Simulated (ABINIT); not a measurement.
## InGeH3 (Pm-3m): zone-centre phonons

Which modes does InGeH3 (Pm-3m) have at the zone centre?

Main program and level: ABINIT 10.8.3; DFT PBE, scalar-relativistic, plane waves, PseudoDojo norm-conserving pseudopotentials.

The structure was built from a prototype and need not be the compound's stable phase.

**1. The structure**

Symmetry: Pm-3m, No. 221, cubic system. Conventional cell: a = 4.410 Å, b = 4.410 Å, c = 4.410 Å, α = 90.00°, β = 90.00°, γ = 90.00°. Nearest to In lie 12 H at 3.12 Å. Nearest to Ge lie 6 H at 2.20 Å. Nearest to H lie 2 Ge at 2.20 Å. Farther neighbours are not listed.

**2. A first look**

A first run with smearing and empty bands tells whether the crystal has a gap, which decides between fixed occupations and smearing later on.

Input file probe.abi:

```
# ground state
tolvrs 1.0d-08
prtden 1
prtwf 1

# basis, mesh and filling
ecut 43.0
ecutsm 3.0
ngkpt 4 4 4
nshiftk 1
shiftk 0.0 0.0 0.0
istwfk *1
occopt 7
tsmear 0.005
nband 23
nstep 100
diemac 9.0
prtebands 0
prtgsr 0
useylm 1

# cell and atoms
acell 3*1.0 Angstrom
rprim 
    4.41 0.0 0.0
    0.0 4.41 0.0
    0.0 0.0 4.41
ntypat 3
znucl 49 32 1
natom 5
typat 1 2 3 3 3
xred 
    0.0 0.0 0.0
    0.5 0.5 0.5
    0.5 0.5 0.0
    0.5 0.0 0.5
    0.0 0.5 0.5
pp_dirpath "./pseudo"
pseudos "In.upf, Ge.upf, H.upf"
```

Command:

```console
$ OMP_NUM_THREADS=1 mpirun -n 4 abinit probe.abi > probe.log
```

Numbers of over 12 decimals in the logs are rounded to 6 here.

probe.abo, the main output file:

```text
[banners, grids, parts of the stress and lines that vanish by symmetry left out]
- input  file    -> probe.abi
- output file    -> probe.abo
- root for input  files -> probei
[...]
Symmetries : space group Pm -3 m (#221); Bravais cP (primitive cubic)
[...]
mpw =        7856          nfft =      125000          nkpt =          10
[...]
== DATASET  1 ==================================================================
[...]
cutoff_energies: {ecut:  43.0, pawecutdg:  -1.0, }
[...]
ETOT  1  -154.76438240040    -1.548E+02 1.171E+00 7.636E+02
 ETOT  2  -157.24951886741    -2.485E+00 2.160E-02 9.431E+02
 ETOT  3  -157.39001730661    -1.405E-01 3.461E-03 1.090E+02
 ETOT  4  -157.40880754243    -1.879E-02 1.947E-03 3.066E+00
 ETOT  5  -157.40920682072    -3.993E-04 8.992E-04 2.355E-01
[...]
ETOT  9  -157.40923874482    -9.969E-10 3.654E-04 2.320E-06
 ETOT 10  -157.40923874526    -4.377E-10 1.399E-04 6.093E-09
 At SCF step   10       vres2   =  6.09E-09 < tolvrs=  1.00E-08 =>converged.
[...]
sigma(1 1)=  1.99366710E-04  sigma(3 2)=  0.00000000E+00
  sigma(2 2)=  1.99366710E-04  sigma(3 1)=  0.00000000E+00
  sigma(3 3)=  1.99366710E-04  sigma(2 1)=  0.00000000E+00
[...]
convergence: {deltae: -4.377E-10, res2:  6.093E-09, residm:  1.399E-04, diffor: null, }
etotal    :  -1.57409239E+02
[...]
sigma(1 1)=  1.99366710E-04  sigma(3 2)=  0.00000000E+00
  sigma(2 2)=  1.99366710E-04  sigma(3 1)=  0.00000000E+00
  sigma(3 3)=  1.99366710E-04  sigma(2 1)=  0.00000000E+00
[...]
- sigma(1 1)=  5.86557112E+00  sigma(3 2)=  0.00000000E+00
- sigma(2 2)=  5.86557112E+00  sigma(3 1)=  0.00000000E+00
- sigma(3 3)=  5.86557112E+00  sigma(2 1)=  0.00000000E+00
[...]
fcart     -0.0000000000E+00 -0.0000000000E+00 -0.0000000000E+00
           strten      1.9936671022E-04  1.9936671022E-04  1.9936671022E-04
================================================================================

[key lines of the parts left out:]
pressure_GPa:  -5.8656E+00
```

It took 17 s on 4 MPI ranks of Arm Neoverse V2, shared host.

This step gave:

```yaml
volume_per_atom: 17.15 Å³
pressure: -5.866 GPa
gap_on_the_k_mesh: 0 eV
```

No gap opens on this mesh, so smearing is kept.

**3. Rough relaxation**

The typed start is rough, so a first relaxation with smearing and loose thresholds takes it towards rest cheaply.

Input file prerelax.abi:

```
# relaxation
ionmov 2
optcell 2
dilatmx 1.15
chkdilatmx 0
ntime 40
tolmxf 3.0d-04
tolvrs 1.0d-10
prtwf 0
prtden 0
chksymtnons 0

# basis, mesh and filling
ecut 34.4
ecutsm 3.0
ngkpt 4 4 4
nshiftk 1
shiftk 0.0 0.0 0.0
istwfk *1
occopt 7
tsmear 0.005
nband 23
nstep 100
diemac 1000000.0
prtebands 0
prtgsr 0
useylm 1

# cell and atoms
acell 3*1.0 Angstrom
rprim 
    4.41 0.0 0.0
    0.0 4.41 0.0
    0.0 0.0 4.41
ntypat 3
znucl 49 32 1
natom 5
typat 1 2 3 3 3
xred 
    0.0 0.0 0.0
    0.5 0.5 0.5
    0.5 0.5 0.0
    0.5 0.0 0.5
    0.0 0.5 0.5
pp_dirpath "./pseudo"
pseudos "In.upf, Ge.upf, H.upf"
```

Command:

```console
$ OMP_NUM_THREADS=1 mpirun -n 4 abinit prerelax.abi > prerelax.log
```

prerelax.abo, the main output file:

```text
[banners, grids, parts of the stress and lines that vanish by symmetry left out]
- input  file    -> prerelax.abi
- output file    -> prerelax.abo
- root for input  files -> prerelaxi
[...]
Symmetries : space group Pm -3 m (#221); Bravais cP (primitive cubic)
[...]
mpw =        8529          nfft =      157464          nkpt =          10
[...]
== DATASET  1 ==================================================================
[...]
cutoff_energies: {ecut:  34.4, pawecutdg:  -1.0, }
[...]
ETOT  1  -154.56860074795    -1.546E+02 1.047E+00 1.078E+03
 ETOT  2  -157.23698213882    -2.668E+00 6.029E-02 1.258E+03
 ETOT  3  -157.38166410279    -1.447E-01 4.146E-03 1.872E+02
 ETOT  4  -157.40633721631    -2.467E-02 2.133E-03 1.028E+00
 ETOT  5  -157.40658342395    -2.462E-04 1.206E-03 1.412E-01
[...]
At SCF step   13       vres2   =  2.41E-11 < tolvrs=  1.00E-10 =>converged.
[...]
ETOT  9  -157.42701221708     1.162E-11 1.007E-05 7.743E-12
 At SCF step    9       vres2   =  7.74E-12 < tolvrs=  1.00E-10 =>converged.
[...]
sigma(1 1)= -2.31488330E-06  sigma(3 2)=  0.00000000E+00
  sigma(2 2)= -2.31488330E-06  sigma(3 1)=  0.00000000E+00
  sigma(3 3)= -2.31488330E-06  sigma(2 1)=  0.00000000E+00
[...]
convergence: {deltae:  1.162E-11, res2:  7.743E-12, residm:  1.007E-05, diffor: null, }
etotal    :  -1.57427012E+02
[...]
At Broyd/MD step   4, gradients are converged :
[...]
sigma(1 1)= -2.31488330E-06  sigma(3 2)=  0.00000000E+00
  sigma(2 2)= -2.31488330E-06  sigma(3 1)=  0.00000000E+00
  sigma(3 3)= -2.31488330E-06  sigma(2 1)=  0.00000000E+00
[...]
- sigma(1 1)= -6.81062180E-02  sigma(3 2)=  0.00000000E+00
- sigma(2 2)= -6.81062180E-02  sigma(3 1)=  0.00000000E+00
- sigma(3 3)= -6.81062180E-02  sigma(2 1)=  0.00000000E+00
[...]
fcart     -0.0000000000E+00 -0.0000000000E+00 -0.0000000000E+00
           strten     -2.3148832978E-06 -2.3148832977E-06 -2.3148832977E-06
================================================================================

[key lines of the parts left out:]
pressure_GPa:   6.8106E-02
Total energy (etotal) [Ha]= -1.57427012217081E+02
```

The job ended after 76 s (4 MPI ranks; 5 min of CPU time).

Relaxation path:

| step | energy less that of the first step (eV) | largest force (eV/Å) | volume (Å³) |
| --- | --- | --- | --- |
| 1 | 0.0000 | 0.0000 | 85.77 |
| 2 | -0.0547 | 0.0000 | 84.24 |
| 3 | -0.5556 | 0.0000 | 63.13 |
| 4 | -0.5556 | 0.0000 | 62.84 |

| conventional cell, symmetrised | before | after | change |
| --- | --- | --- | --- |
| a (Å) | 4.410 | 3.976 | -9.8 % |
| b (Å) | 4.410 | 3.976 | -9.8 % |
| c (Å) | 4.410 | 3.976 | -9.8 % |
| volume (Å³/atom) | 17.15 | 12.57 | -26.7 % |

Final coordinates:

```
In Ge H
1.0
     3.97566    0.00000    0.00000
     0.00000    3.97566    0.00000
     0.00000    0.00000    3.97566
In Ge H
1 1 3
Cartesian
  0.0000 0.0000 0.0000
  1.9878 1.9878 1.9878
  1.9878 1.9878 0.0000
  1.9878 0.0000 1.9878
  0.0000 1.9878 1.9878
```

This step gave:

```
volume per atom : 12.57 Å³
pressure        : 0.06811 GPa
```

The volume changes by -26.7 % in this run and stands -26.7 % from the first cell.

**4. Rough relaxation**

The cell changed much, so the rough relaxation is repeated on a basis made for the new cell.

prerelax.abi, as its differences from that of step 3:

```diff
@@ -31,5 +31,5 @@
 rprim 
-    4.41 0.0 0.0
-    0.0 4.41 0.0
-    0.0 0.0 4.41
+    3.97566501 0.0 0.0
+    0.0 3.97566501 0.0
+    0.0 0.0 3.97566501
 ntypat 3
```

prerelax.abo, the main output file:

```text
[banners, grids, parts of the stress and lines that vanish by symmetry left out]
- input  file    -> prerelax.abi
- output file    -> prerelax.abo
- root for input  files -> prerelaxi
[...]
Symmetries : space group Pm -3 m (#221); Bravais cP (primitive cubic)
[...]
mpw =        6239          nfft =      110592          nkpt =          10
[...]
== DATASET  1 ==================================================================
[...]
cutoff_energies: {ecut:  34.4, pawecutdg:  -1.0, }
[...]
ETOT  1  -155.72527795399    -1.557E+02 1.075E+00 2.791E+02
 ETOT  2  -157.38860428388    -1.663E+00 3.388E-02 2.536E+02
 ETOT  3  -157.42238064020    -3.378E-02 7.670E-03 3.361E+01
 ETOT  4  -157.42699064718    -4.610E-03 5.344E-03 1.198E-01
 ETOT  5  -157.42701113277    -2.049E-05 2.264E-03 7.143E-03
[...]
ETOT 11  -157.42701226572    -2.558E-12 1.525E-03 1.102E-10
 ETOT 12  -157.42701226573    -3.126E-12 2.152E-04 7.386E-13
 At SCF step   12       vres2   =  7.39E-13 < tolvrs=  1.00E-10 =>converged.
[...]
sigma(1 1)= -2.31421178E-06  sigma(3 2)=  0.00000000E+00
  sigma(2 2)= -2.31421178E-06  sigma(3 1)=  0.00000000E+00
  sigma(3 3)= -2.31421178E-06  sigma(2 1)=  0.00000000E+00
[...]
convergence: {deltae: -3.126E-12, res2:  7.386E-13, residm:  2.152E-04, diffor: null, }
etotal    :  -1.57427012E+02
[...]
At Broyd/MD step   1, gradients are converged :
[...]
sigma(1 1)= -2.31421178E-06  sigma(3 2)=  0.00000000E+00
  sigma(2 2)= -2.31421178E-06  sigma(3 1)=  0.00000000E+00
  sigma(3 3)= -2.31421178E-06  sigma(2 1)=  0.00000000E+00
[...]
- sigma(1 1)= -6.80864612E-02  sigma(3 2)=  0.00000000E+00
- sigma(2 2)= -6.80864612E-02  sigma(3 1)=  0.00000000E+00
- sigma(3 3)= -6.80864612E-02  sigma(2 1)=  0.00000000E+00
[...]
fcart     -0.0000000000E+00 -0.0000000000E+00 -0.0000000000E+00
           strten     -2.3142117798E-06 -2.3142117798E-06 -2.3142117798E-06
================================================================================

[key lines of the parts left out:]
pressure_GPa:   6.8086E-02
Total energy (etotal) [Ha]= -1.57427012265726E+02
```

Run time: 15 s. Hardware: 4 MPI ranks; 58 s of CPU time.

Little changed from the start: no atom moved by 0.005 Å and no cell edge by 0.1 %.

This step gave:

```yaml
pressure: 0.06809 GPa
```

The volume changes by +0.0 % in this run and stands -26.7 % from the first cell.

**5. Relaxing the cell and atoms**

The harmonic expansion needs vanishing forces, and a free crystal bears no stress, so cell and atoms are brought to rest. Stress is more sensitive to the basis than forces are: the last 3 Ha under the cutoff are smoothed with ecutsm.

Input file relax.abi:

```
# relaxation
ionmov 2
optcell 2
dilatmx 1.08
ntime 40
tolmxf 1.0d-05
tolvrs 1.0d-14
prtwf 0
prtden 0
chksymtnons 0

# basis, mesh and filling
ecut 43.0
ecutsm 3.0
ngkpt 6 6 6
nshiftk 1
shiftk 0.0 0.0 0.0
istwfk *1
occopt 3
tsmear 0.01
nband 23
nstep 100
diemac 1000000.0
prtebands 0
prtgsr 0
useylm 1

# cell and atoms
acell 3*1.0 Angstrom
rprim 
    3.975665013 0.0 0.0
    0.0 3.975665013 0.0
    0.0 0.0 3.975665013
ntypat 3
znucl 49 32 1
natom 5
typat 1 2 3 3 3
xred 
    0.0 0.0 0.0
    0.5 0.5 0.5
    0.5 0.5 0.0
    0.5 0.0 0.5
    0.0 0.5 0.5
pp_dirpath "./pseudo"
pseudos "In.upf, Ge.upf, H.upf"
```

Command:

```console
$ OMP_NUM_THREADS=1 mpirun -n 4 abinit relax.abi > relax.log
```

relax.abo, the main output file:

```text
[banners, grids, parts of the stress and lines that vanish by symmetry left out]
- input  file    -> relax.abi
- output file    -> relax.abo
- root for input  files -> relaxi
[...]
Symmetries : space group Pm -3 m (#221); Bravais cP (primitive cubic)
[...]
mpw =        7224          nfft =      110592          nkpt =          20
[...]
== DATASET  1 ==================================================================
[...]
cutoff_energies: {ecut:  43.0, pawecutdg:  -1.0, }
[...]
ETOT  1  -155.75094152512    -1.558E+02 1.129E+00 2.366E+02
 ETOT  2  -157.41461291067    -1.664E+00 1.395E-01 2.043E+02
 ETOT  3  -157.44011349129    -2.550E-02 8.717E-03 2.202E+01
 ETOT  4  -157.44299326261    -2.880E-03 1.102E-02 2.871E-02
 ETOT  5  -157.44299746866    -4.206E-06 1.116E-03 4.057E-03
[...]
At SCF step   14       vres2   =  8.73E-16 < tolvrs=  1.00E-14 =>converged.
[...]
sigma(1 1)=  4.97753558E-06  sigma(3 2)=  0.00000000E+00
  sigma(2 2)=  4.97753558E-06  sigma(3 1)=  0.00000000E+00
  sigma(3 3)=  4.97753558E-06  sigma(2 1)=  0.00000000E+00
[...]
convergence: {deltae:  6.253E-13, res2:  8.728E-16, residm:  2.940E-04, diffor: null, }
etotal    :  -1.57442998E+02
[...]
ETOT  1  -157.44299367581    -1.574E+02 1.245E-04 4.968E-02
[...]
At SCF step   10       vres2   =  7.33E-15 < tolvrs=  1.00E-14 =>converged.
[...]
sigma(1 1)=  4.35940492E-06  sigma(3 2)=  0.00000000E+00
  sigma(2 2)=  4.35940492E-06  sigma(3 1)=  0.00000000E+00
  sigma(3 3)=  4.35940492E-06  sigma(2 1)=  0.00000000E+00
[...]
convergence: {deltae: -4.093E-12, res2:  7.330E-15, residm:  2.922E-08, diffor: null, }
etotal    :  -1.57442999E+02
[...]
ETOT  1  -157.44273670926    -1.574E+02 9.405E-07 2.455E+00
[...]
ETOT 10  -157.44300195089    -4.349E-12 8.081E-11 3.087E-13
 ETOT 11  -157.44300195086     2.188E-11 3.332E-10 2.246E-15
 At SCF step   11       vres2   =  2.25E-15 < tolvrs=  1.00E-14 =>converged.
[...]
sigma(1 1)= -2.12889722E-08  sigma(3 2)=  0.00000000E+00
  sigma(2 2)= -2.12889722E-08  sigma(3 1)=  0.00000000E+00
  sigma(3 3)= -2.12889722E-08  sigma(2 1)=  0.00000000E+00
[...]
convergence: {deltae:  2.188E-11, res2:  2.246E-15, residm:  3.332E-10, diffor: null, }
etotal    :  -1.57443002E+02
[...]
At Broyd/MD step   3, gradients are converged :
[...]
sigma(1 1)= -2.12889722E-08  sigma(3 2)=  0.00000000E+00
  sigma(2 2)= -2.12889722E-08  sigma(3 1)=  0.00000000E+00
  sigma(3 3)= -2.12889722E-08  sigma(2 1)=  0.00000000E+00
[...]
- sigma(1 1)= -6.26343187E-04  sigma(3 2)=  0.00000000E+00
- sigma(2 2)= -6.26343187E-04  sigma(3 1)=  0.00000000E+00
- sigma(3 3)= -6.26343186E-04  sigma(2 1)=  0.00000000E+00
[...]
fcart     -0.0000000000E+00 -0.0000000000E+00 -0.0000000000E+00
           strten     -2.1288972208E-08 -2.1288972212E-08 -2.1288972194E-08
================================================================================

[key lines of the parts left out:]
pressure_GPa:   6.2634E-04
Total energy (etotal) [Ha]= -1.57443001950863E+02
```

Run time: 68 s. Hardware: 4 MPI ranks.

Relaxation path:

| step | energy less that of the first step (eV) | largest force (eV/Å) | volume (Å³) |
| --- | --- | --- | --- |
| 1 | 0.0000 | 0.0000 | 62.84 |
| 2 | 0.0000 | 0.0000 | 62.81 |
| 3 | -0.0001 | 0.0000 | 62.61 |

| conventional cell, symmetrised | before | after | change |
| --- | --- | --- | --- |
| a (Å) | 3.976 | 3.971 | -0.1 % |
| b (Å) | 3.976 | 3.971 | -0.1 % |
| c (Å) | 3.976 | 3.971 | -0.1 % |
| volume (Å³/atom) | 12.57 | 12.52 | -0.4 % |

This step gave:

```
volume per atom : 12.52 Å³
pressure        : 6.26e-4 GPa
```

The volume changes by -0.4 % in this run and stands -27.0 % from the first cell.

**6. Self-consistent run for the response**

The response is built on these wavefunctions, so the potential is converged far more tightly than an energy would need. ecutsm is kept as in the relaxation, so that the cell stays at rest. Smearing stays on, as the first look found no gap above 0.3 eV.

Input file gs.abi:

```
# ground state
tolvrs 1.0d-16
prtden 1
prtwf 1

# basis, mesh and filling
ecut 43.0
ecutsm 3.0
ngkpt 6 6 6
nshiftk 1
shiftk 0.0 0.0 0.0
istwfk *1
occopt 3
tsmear 0.01
nband 23
nstep 100
diemac 1000000.0
prtebands 0
prtgsr 0
useylm 1

# cell and atoms
acell 3*1.0 Angstrom
rprim 
    3.970899502 0.0 0.0
    0.0 3.970899502 0.0
    0.0 0.0 3.970899502
ntypat 3
znucl 49 32 1
natom 5
typat 1 2 3 3 3
xred 
    0.0 0.0 0.0
    0.5 0.5 0.5
    0.5 0.5 0.0
    0.5 0.0 0.5
    0.0 0.5 0.5
pp_dirpath "./pseudo"
pseudos "In.upf, Ge.upf, H.upf"
```

Command:

```console
$ OMP_NUM_THREADS=1 mpirun -n 4 abinit gs.abi > gs.log
```

gs.abo, the main output file:

```text
[banners, grids, parts of the stress and lines that vanish by symmetry left out]
- input  file    -> gs.abi
- output file    -> gs.abo
- root for input  files -> gsi
[...]
Symmetries : space group Pm -3 m (#221); Bravais cP (primitive cubic)
[...]
mpw =        5716          nfft =      110592          nkpt =          20
[...]
== DATASET  1 ==================================================================
[...]
cutoff_energies: {ecut:  43.0, pawecutdg:  -1.0, }
[...]
ETOT  1  -155.80703754102    -1.558E+02 9.946E-01 2.197E+02
 ETOT  2  -157.40921677348    -1.602E+00 3.860E-02 2.402E+02
 ETOT  3  -157.43895618047    -2.974E-02 1.374E-02 3.022E+01
 ETOT  4  -157.44299097918    -4.035E-03 3.896E-03 6.491E-02
 ETOT  5  -157.44299879080    -7.812E-06 3.169E-03 2.124E-02
[...]
ETOT 15  -157.44300195088    -3.979E-12 1.190E-03 4.436E-15
 ETOT 16  -157.44300195087     1.140E-11 1.608E-03 2.834E-17
 At SCF step   16       vres2   =  2.83E-17 < tolvrs=  1.00E-16 =>converged.
[...]
sigma(1 1)= -2.13084635E-08  sigma(3 2)=  0.00000000E+00
  sigma(2 2)= -2.13084635E-08  sigma(3 1)=  0.00000000E+00
  sigma(3 3)= -2.13084635E-08  sigma(2 1)=  0.00000000E+00
[...]
convergence: {deltae:  1.140E-11, res2:  2.834E-17, residm:  1.608E-03, diffor: null, }
etotal    :  -1.57443002E+02
[...]
sigma(1 1)= -2.13084635E-08  sigma(3 2)=  0.00000000E+00
  sigma(2 2)= -2.13084635E-08  sigma(3 1)=  0.00000000E+00
  sigma(3 3)= -2.13084635E-08  sigma(2 1)=  0.00000000E+00
[...]
- sigma(1 1)= -6.26916640E-04  sigma(3 2)=  0.00000000E+00
- sigma(2 2)= -6.26916640E-04  sigma(3 1)=  0.00000000E+00
- sigma(3 3)= -6.26916640E-04  sigma(2 1)=  0.00000000E+00
[...]
fcart     -0.0000000000E+00 -0.0000000000E+00 -0.0000000000E+00
           strten     -2.1308463490E-08 -2.1308463492E-08 -2.1308463494E-08
================================================================================

[key lines of the parts left out:]
pressure_GPa:   6.2692E-04
```

It took 27 s on 4 MPI ranks.

Read from the output:

- pressure: 6.27e-4 GPa

The cell stands at 6.3e-4 GPa, close enough for phonons.

[end of part 1 of 3]

[Host names and launcher messages were left out of these logs when they were recorded.]

[Logs are printed without paths, hosts, clocks, repeated set-up lines and the standing remarks that a program may print on its own settings, such as how far it seeks lower states.]

[Hosts, paths, dates, database ids (printed as entryN), source tags and the programs' standing remarks are cut or masked in the printed files.]
